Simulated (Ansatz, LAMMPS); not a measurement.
# Amorphous carbon (220 atoms): geometry optimisation, part 2 of 3

Wanted: the relaxed structure of amorphous carbon (220 atoms) and its electronic structure.

Ansatz 0.2.0; Kohn-Sham DFT, PBE, PAW (set soft_2), plane waves.

The cell: 220 C. The quench rate of 100 K/ps far exceeds what a furnace or splat quench reaches. The network of bonds at the start is that of the classical potential that made the cell. The Brillouin zone is sampled at Γ only, in a cell whose shortest periodic width is 11 Å.

So far. Step 3 (Single point at the start): Neighbours are counted within 1.85 Å (C-C).

### Step 4. Relaxation

The atoms are relaxed in the fixed cell, aiming at the force tolerance of the input.

Contents of input.yaml:

```yaml
crystal:
  lattice:
    - [11.4553, 0.0, 0.0]
    - [0.0, 11.4553, 0.0]
    - [0.0, 0.0, 11.4553]
  atoms:
    [... the 220 atom lines of step 3 ...]
kpoints:
  mp_grid: { grid: [1, 1, 1] }
hamiltonian:
  xc: pbe
scf:
  occupations: { method: gaussian, width: 0.05 }
output:
  forces: true
relax:
  f_tol: 0.05
  max_steps: 198
```

Launch:

```sh
$ ansatz run input.yaml --threads 4 --pin off --max-ram 8192MiB --backend cpu --events-out ev --progress --plain --runs-dir out
```

Numbers of over 12 decimals in the logs are rounded to 6 here.

Log:

```text
[...]
Crystal: 220 atoms, lattice volume = 1503.209 Å³
Basis set: ecut = 420 eV, 29423 PW (Γ), exchange–correlation on 160×160×160 points (8 copies of the dense FFT grid, shifted against one another)
Bands: 660, of which v1, the nominal top of the filled ones, is band 440 counted from 1 (439 counted from 0)
Symmetry: 1 space group operations
[...]
k-points: 1
[...]
SCF iter   1: F=—  HF=-54995.585705 eV  |F-HF|=—  |Δ(HF+E_count)|=         —  Δρ=1.70e-2  dr2=1.05e1  ethr=1.77e-3  ⟨swp⟩=6.0  Hψ=2665  notcnv=0  defer=169
[...]
SCF iter   6: F=-54994.380049 eV  HF=-54994.380058 eV  |F-HF|=8.64e-6  |Δ(HF+E_count)|=   5.95e-5  Δρ=3.33e-5  dr2=2.32e-5  ethr=7.10e-9  ⟨swp⟩=2.0  Hψ=1986  notcnv=0
SCF 1 converged in 6 iterations: F = -54994.380049 eV  dr2 = 2.32e-5
[...]
relax step   1: F+E_penalty+E_count = -54994.38004915 eV  Δ(F+E_penalty+E_count) = +0.000e0 eV  max|allowed force component| = 3.986e0 eV/Å  Δτ_max = 0.0000 Å  (6 SCF iters, dr2 threshold 6.25e-5 eV, accepted)
[...]
relax step   2: F+E_penalty+E_count = -55010.24176622 eV  Δ(F+E_penalty+E_count) = -1.586e1 eV  max|allowed force component| = 2.649e0 eV/Å  Δτ_max = 0.1978 Å  (6 SCF iters, dr2 threshold 1.00e-4 eV, accepted)
[...]
relax step   3: F+E_penalty+E_count = -55018.35122242 eV  Δ(F+E_penalty+E_count) = -8.109e0 eV  max|allowed force component| = 2.907e0 eV/Å  Δτ_max = 0.1963 Å  (6 SCF iters, dr2 threshold 1.00e-4 eV, accepted)
relax step   4: F+E_penalty+E_count = -55022.71568603 eV  Δ(F+E_penalty+E_count) = -4.364e0 eV  max|allowed force component| = 2.292e0 eV/Å  Δτ_max = 0.1964 Å  (6 SCF iters, dr2 threshold 1.00e-4 eV, accepted)
relax step   5: F+E_penalty+E_count = -55026.45996021 eV  Δ(F+E_penalty+E_count) = -3.744e0 eV  max|allowed force component| = 6.609e0 eV/Å  Δτ_max = 0.1938 Å  (6 SCF iters, dr2 threshold 1.00e-4 eV, accepted)
relax step   6: F+E_penalty+E_count = -55029.41154902 eV  Δ(F+E_penalty+E_count) = -2.952e0 eV  max|allowed force component| = 1.816e0 eV/Å  Δτ_max = 0.1135 Å  (6 SCF iters, dr2 threshold 1.00e-4 eV, accepted)
relax step   7: F+E_penalty+E_count = -55032.25200254 eV  Δ(F+E_penalty+E_count) = -2.840e0 eV  max|allowed force component| = 2.927e0 eV/Å  Δτ_max = 0.1952 Å  (7 SCF iters, dr2 threshold 1.00e-4 eV, accepted)
relax step   8: F+E_penalty+E_count = -55034.15739237 eV  Δ(F+E_penalty+E_count) = -1.905e0 eV  max|allowed force component| = 2.602e0 eV/Å  Δτ_max = 0.1369 Å  (7 SCF iters, dr2 threshold 1.00e-4 eV, accepted)
relax step   9: F+E_penalty+E_count = -55035.67927524 eV  Δ(F+E_penalty+E_count) = -1.522e0 eV  max|allowed force component| = 1.959e0 eV/Å  Δτ_max = 0.1113 Å  (6 SCF iters, dr2 threshold 1.00e-4 eV, accepted)
relax step  10: F+E_penalty+E_count = -55036.76539216 eV  Δ(F+E_penalty+E_count) = -1.086e0 eV  max|allowed force component| = 1.306e0 eV/Å  Δτ_max = 0.2000 Å  (7 SCF iters, dr2 threshold 1.00e-4 eV, accepted)
relax step  11: F+E_penalty+E_count = -55037.25197375 eV  Δ(F+E_penalty+E_count) = -4.866e-1 eV  max|allowed force component| = 2.744e0 eV/Å  Δτ_max = 0.1805 Å  (7 SCF iters, dr2 threshold 1.00e-4 eV, accepted)
relax step  12: F+E_penalty+E_count = -55038.12842114 eV  Δ(F+E_penalty+E_count) = -8.764e-1 eV  max|allowed force component| = 2.020e0 eV/Å  Δτ_max = 0.0976 Å  (6 SCF iters, dr2 threshold 1.00e-4 eV, accepted)
relax step  13: F+E_penalty+E_count = -55039.50311686 eV  Δ(F+E_penalty+E_count) = -1.375e0 eV  max|allowed force component| = 1.063e0 eV/Å  Δτ_max = 0.1951 Å  (7 SCF iters, dr2 threshold 1.00e-4 eV, accepted)
relax step  14: F+E_penalty+E_count = -55040.00302260 eV  Δ(F+E_penalty+E_count) = -4.999e-1 eV  max|allowed force component| = 1.970e0 eV/Å  Δτ_max = 0.1085 Å  (7 SCF iters, dr2 threshold 1.00e-4 eV, accepted)
relax step  15: F+E_penalty+E_count = -55040.77500438 eV  Δ(F+E_penalty+E_count) = -7.720e-1 eV  max|allowed force component| = 1.367e0 eV/Å  Δτ_max = 0.1020 Å  (6 SCF iters, dr2 threshold 1.00e-4 eV, accepted)
relax step  16: F+E_penalty+E_count = -55041.16881781 eV  Δ(F+E_penalty+E_count) = -3.938e-1 eV  max|allowed force component| = 2.112e0 eV/Å  Δτ_max = 0.1956 Å  (6 SCF iters, dr2 threshold 1.00e-4 eV, accepted)
relax step  17: F+E_penalty+E_count = -55041.49239667 eV  Δ(F+E_penalty+E_count) = -3.236e-1 eV  max|allowed force component| = 1.236e0 eV/Å  Δτ_max = 0.0977 Å  (6 SCF iters, dr2 threshold 1.00e-4 eV, accepted)
relax step  18: F+E_penalty+E_count = -55041.63765082 eV  Δ(F+E_penalty+E_count) = -1.453e-1 eV  max|allowed force component| = 5.258e-1 eV/Å  Δτ_max = 0.0318 Å  (6 SCF iters, dr2 threshold 1.00e-4 eV, accepted)
relax step  19: F+E_penalty+E_count = -55041.74145178 eV  Δ(F+E_penalty+E_count) = -1.038e-1 eV  max|allowed force component| = 6.579e-1 eV/Å  Δτ_max = 0.0407 Å  (6 SCF iters, dr2 threshold 5.00e-5 eV, accepted)
relax step  20: F+E_penalty+E_count = -55042.00300204 eV  Δ(F+E_penalty+E_count) = -2.616e-1 eV  max|allowed force component| = 1.375e0 eV/Å  Δτ_max = 0.1638 Å  (7 SCF iters, dr2 threshold 7.83e-5 eV, accepted)
relax step  21: F+E_penalty+E_count = -55042.16008804 eV  Δ(F+E_penalty+E_count) = -1.571e-1 eV  max|allowed force component| = 1.582e0 eV/Å  Δτ_max = 0.1949 Å  (6 SCF iters, dr2 threshold 1.00e-4 eV, accepted)
relax step  22: F+E_penalty+E_count = -55042.58601467 eV  Δ(F+E_penalty+E_count) = -4.259e-1 eV  max|allowed force component| = 8.218e-1 eV/Å  Δτ_max = 0.0716 Å  (6 SCF iters, dr2 threshold 1.00e-4 eV, accepted)
relax step  23: F+E_penalty+E_count = -55042.91093074 eV  Δ(F+E_penalty+E_count) = -3.249e-1 eV  max|allowed force component| = 9.268e-1 eV/Å  Δτ_max = 0.1103 Å  (6 SCF iters, dr2 threshold 1.00e-4 eV, accepted)
relax step  24: F+E_penalty+E_count = -55042.96329258 eV  Δ(F+E_penalty+E_count) = -5.236e-2 eV  max|allowed force component| = 1.803e0 eV/Å  Δτ_max = 0.1954 Å  (7 SCF iters, dr2 threshold 1.00e-4 eV, accepted)
[...]
relax step  27: F+E_penalty+E_count = -55043.13658215 eV  Δ(F+E_penalty+E_count) = +2.529e-1 eV  max|allowed force component| = 4.323e0 eV/Å  Δτ_max = 0.1789 Å  (7 SCF iters, dr2 threshold 1.00e-4 eV, rejected (line search))
relax step  28: F+E_penalty+E_count = -55043.48261251 eV  Δ(F+E_penalty+E_count) = -9.317e-2 eV  max|allowed force component| = 5.980e-1 eV/Å  Δτ_max = 0.0595 Å  (10 SCF iters, accepted)
[...]
relax step  37: F+E_penalty+E_count = -55044.18025009 eV  Δ(F+E_penalty+E_count) = -7.443e-2 eV  max|allowed force component| = 6.941e-1 eV/Å  Δτ_max = 0.1410 Å  (6 SCF iters, dr2 threshold 1.00e-4 eV, accepted)
relax step  38: F+E_penalty+E_count = -55044.23379275 eV  Δ(F+E_penalty+E_count) = -5.354e-2 eV  max|allowed force component| = 3.781e-1 eV/Å  Δτ_max = 0.0375 Å  (6 SCF iters, dr2 threshold 1.00e-4 eV, accepted)
relax step  39: F+E_penalty+E_count = -55044.25217146 eV  Δ(F+E_penalty+E_count) = -1.838e-2 eV  max|allowed force component| = 1.870e-1 eV/Å  Δτ_max = 0.0244 Å  (6 SCF iters, dr2 threshold 4.24e-5 eV, accepted)
relax step  40: F+E_penalty+E_count = -55044.26069292 eV  Δ(F+E_penalty+E_count) = -8.521e-3 eV  max|allowed force component| = 1.731e-1 eV/Å  Δτ_max = 0.0128 Å  (6 SCF iters, dr2 threshold 8.55e-6 eV, accepted)
relax step  41: F+E_penalty+E_count = -55044.27024442 eV  Δ(F+E_penalty+E_count) = -9.551e-3 eV  max|allowed force component| = 2.266e-1 eV/Å  Δτ_max = 0.0216 Å  (6 SCF iters, dr2 threshold 7.32e-6 eV, accepted)
relax step  42: F+E_penalty+E_count = -55044.23284150 eV  Δ(F+E_penalty+E_count) = +3.740e-2 eV  max|allowed force component| = 9.786e-1 eV/Å  Δτ_max = 0.1958 Å  (6 SCF iters, dr2 threshold 4.40e-5 eV, rejected (line search))
relax step  43: F+E_penalty+E_count = -55044.30867299 eV  Δ(F+E_penalty+E_count) = -3.843e-2 eV  max|allowed force component| = 3.241e-1 eV/Å  Δτ_max = 0.0646 Å  (8 SCF iters, accepted)
relax step  44: F+E_penalty+E_count = -55044.34412879 eV  Δ(F+E_penalty+E_count) = -3.546e-2 eV  max|allowed force component| = 2.383e-1 eV/Å  Δτ_max = 0.0694 Å  (6 SCF iters, dr2 threshold 1.00e-4 eV, accepted)
relax step  45: F+E_penalty+E_count = -55044.35377303 eV  Δ(F+E_penalty+E_count) = -9.644e-3 eV  max|allowed force component| = 1.238e-1 eV/Å  Δτ_max = 0.0238 Å  (6 SCF iters, dr2 threshold 3.07e-5 eV, accepted)
relax step  46: F+E_penalty+E_count = -55044.35788399 eV  Δ(F+E_penalty+E_count) = -4.111e-3 eV  max|allowed force component| = 6.847e-2 eV/Å  Δτ_max = 0.0087 Å  (6 SCF iters, dr2 threshold 4.13e-6 eV, accepted)
relax step  47: F+E_penalty+E_count = -55044.35769687 eV  Δ(F+E_penalty+E_count) = +1.871e-4 eV  max|allowed force component| = 1.315e-1 eV/Å  Δτ_max = 0.0031 Å  (6 SCF iters, rejected (line search))
relax step  48: F+E_penalty+E_count = -55044.35788446 eV  Δ(F+E_penalty+E_count) = -4.671e-7 eV  max|allowed force component| = 6.847e-2 eV/Å  Δτ_max = 0.0000 Å  (6 SCF iters, accepted)
relax step  49: F+E_penalty+E_count = -55044.35769623 eV  Δ(F+E_penalty+E_count) = +1.882e-4 eV  max|allowed force component| = 1.316e-1 eV/Å  Δτ_max = 0.0031 Å  (6 SCF iters, rejected (line search))
[...]
relax step  50: F+E_penalty+E_count = -55044.35870280 eV  Δ(F+E_penalty+E_count) = -8.183e-4 eV  max|allowed force component| = 2.374e-2 eV/Å  Δτ_max = 0.0015 Å  (6 SCF iters, accepted)
SCF converged after 6 iterations
Free energy (F): -55044.358703 eV
[...]
Internal energy: -55044.315274 eV  (E = F + TS)
E sigma→0 (E₀):  -55044.336988 eV
Entropy (-TS):   -0.043429 eV (-0.197 meV/atom)
Fermi energy:    10.692275 eV
[...]
--- Forces (eV/Å), atoms counted from 1 ---
  atom   1  C     -0.00190722    -0.00257451     0.00381903
  atom   2  C      0.00230185     0.00136442     0.00045123
  atom   3  C      0.00341537     0.00153463    -0.00149195
  atom   4  C      0.00161945     0.00175576     0.00034604
  atom   5  C      0.00106349     0.00027860     0.00033613
  atom   6  C      0.00077605    -0.00027050    -0.00081903
  atom   7  C      0.00099792     0.00325036    -0.00273068
  atom   8  C     -0.00017751     0.00082990     0.00020713
  atom   9  C     -0.00546174    -0.00905284     0.01694062
  atom  10  C     -0.00021234    -0.00462392     0.00257983
  atom  11  C     -0.00657584     0.00039374    -0.00766710
  atom  12  C      0.00353643    -0.00004575     0.00132387
  atom  13  C     -0.00221559    -0.00162303    -0.00187372
  atom  14  C      0.00369403     0.00323646     0.00068759
[...]
atom 219  C     -0.00538003     0.00812203     0.02193174
  atom 220  C      0.00096211     0.00247968    -0.00000729
  max |Σ_I F_I| component: 7.49e-5 eV/Å
--- Relaxed structure (50 steps of the walk, 46 accepted, 0 SCFs on fresh bases) ---
  F+E_penalty+E_count = -55044.35870280 eV   max|allowed force component| = 2.374e-2 eV/Å
  atoms:
    - { symbol: C, position: [0.209163, 0.946434, 0.565333] }
    - { symbol: C, position: [0.606531, 0.217153, 0.376091] }
    - { symbol: C, position: [0.709354, 0.962330, 0.788353] }
    - { symbol: C, position: [0.932234, 0.778239, 0.686299] }
[...]
- { symbol: C, position: [0.644877, 0.462397, 0.331013] }
```

Elapsed: 15 min, on 4 threads of Arm Neoverse V2, shared host; peak memory 2.6 GiB.

Step by step (22 of 50):

```
step  energy less that of the first step (eV)  largest force component (eV/Å)
   1                                   0.0000                          3.9860
   3                                 -23.9712                          2.9071
   6                                 -35.0315                          1.8162
   8                                 -39.7773                          2.6024
  10                                 -42.3853                          1.3055
  13                                 -45.1231                          1.0626
  15                                 -46.3950                          1.3669
  17                                 -47.1123                          1.2364
  20                                 -47.6230                          1.3752
  22                                 -48.2060                          0.8218
  24                                 -48.5832                          1.8028
  27                                 -48.7565                          4.3234
  29                                 -49.1263                          0.5963
  31                                 -49.1772                          0.2999
  34                                 -49.5960                          0.7628
  36                                 -49.7258                          0.6746
  38                                 -49.8537                          0.3781
  41                                 -49.8902                          0.2266
  43                                 -49.9286                          0.3241
  45                                 -49.9737                          0.1238
  48                                 -49.9778                          0.0685
  50                                 -49.9787                          0.0237
```

Relaxation steps 27, 42, 47, 49 were tried and not accepted.

The atoms that moved most (Å):

```
atom      dx      dy      dz  length
  C5   0.310  -0.753   0.060   0.816
 C80  -0.427  -0.576  -0.021   0.717
 C86   0.064  -0.145  -0.695   0.713
C191  -0.096  -0.273  -0.641   0.704
C215   0.136   0.314  -0.609   0.698
C109   0.067  -0.169  -0.603   0.630
C184   0.395  -0.331  -0.337   0.615
C114  -0.470  -0.297   0.242   0.606
```

The relaxation changed the energy by -227 meV/atom, and atoms moved by 0.34 Å r.m.s., 0.82 Å at most.

### Step 5. Local order after relaxation

Bonds before and after, by the cutoffs listed below:

```
pair  bonds before  bonds after  mean before (Å)  mean after (Å)  spread before (Å)  spread after (Å)
 C-C           360          395            1.504           1.543              0.059             0.089
```

Density 2.92 g/cm³, 6.833 Å³ an atom.

Pair distribution function in bins of 0.1 Å:

```
r (Å)  total
 1.25   0.00
 1.35   0.77
 1.45   1.88
 1.55   4.01
 1.65   1.30
 1.75   0.31
 1.85   0.04
 1.95   0.00
 2.05   0.01
 2.15   0.15
 2.25   0.29
 2.35   0.92
 2.45   1.79
 2.55   2.34
 2.65   1.66
 2.75   1.34
 2.85   1.15
 2.95   0.99
 3.05   0.98
 3.15   0.77
 3.25   0.78
 3.35   0.85
 3.45   0.88
 3.55   0.82
 3.65   1.07
 3.75   1.15
 3.85   1.19
 3.95   0.93
 4.05   0.92
 4.15   0.82
 4.25   0.99
 4.35   0.96
 4.45   0.91
 4.55   1.03
 4.65   1.02
 4.75   1.03
 4.85   1.07
 4.95   1.09
 5.05   1.06
 5.15   1.04
 5.25   0.99
 5.35   0.95
 5.45   0.99
 5.55   0.95
```

Bonds by pair of elements; cutoffs follow the first minimum of g(r), held within bounds set by covalent radii, and pairs that aren't listed don't count as bonded:

```
pair A-B  cutoff (Å)  bonds  mean length (Å)  spread (Å)  shortest (Å)  B about A  A about B
     C-C        1.85    395             1.54       0.089          1.32       3.59       3.59
```

How many atoms have how many bonded neighbours:

```
element  mean   3    4
      C  3.59  90  130
```

Bond angles, per cent of each kind in bins of 5°:

```
angle (°)  C-C-C
    50–55    0.2
    55–60    0.2
    60–65    0.4
    65–70    0.0
    70–75    0.1
    75–80    0.2
    80–85    1.2
    85–90    1.7
    90–95    2.0
   95–100    5.7
  100–105   14.7
  105–110   16.5
  110–115   19.0
  115–120   17.5
  120–125   11.0
  125–130    6.0
  130–135    2.7
  135–140    0.7
  140–145    0.2
  145–150    0.2
```

Bond angles (no mean is given where the spread exceeds 20°):

```
angle  count  mean (°)  spread (°)
C-C-C   1050       111        11.5
```

Bond length by coordination (bonds to H left out):

```
element  coordination  atoms  mean bond length (Å)
      C             3     90                  1.48
      C             4    130                  1.58
```

Rings of the network by King's shortest-path rule, up to 12 atoms, one path for each pair of neighbours; H, halogens, alkali and alkaline-earth atoms are left out, and the last column divides by all other atoms, bonded or not:

```
ring size (atoms)  rings  per network atom
                3      3             0.014
                4      9             0.041
                5     44               0.2
                6    105             0.477
                7     85             0.386
                8     42             0.191
                9     21             0.095
               10      6             0.027
               11      5             0.023
```

With the cutoffs above, 59 % of C atoms have 4 bonded neighbours. The C-C-C angle averages 111° with a spread of 12°. Read as hybridisation, 59 % of the carbon is sp3 and 41 % sp2. Bonds at C atoms with 3 neighbours average 1.48 Å, against 1.58 Å at those with 4. Rings of 6 atoms are the most common (33 % of those counted); sizes run from 3 to 11.

(Part 2 of 3 ends here.)

[Logs are printed without paths, hosts, clocks, repeated set-up lines and the standing remarks that a program may print on its own settings, such as how far it seeks lower states.]

[Hosts, paths, dates, database ids (printed as entryN), source tags and the programs' standing remarks are cut or masked in the printed files.]
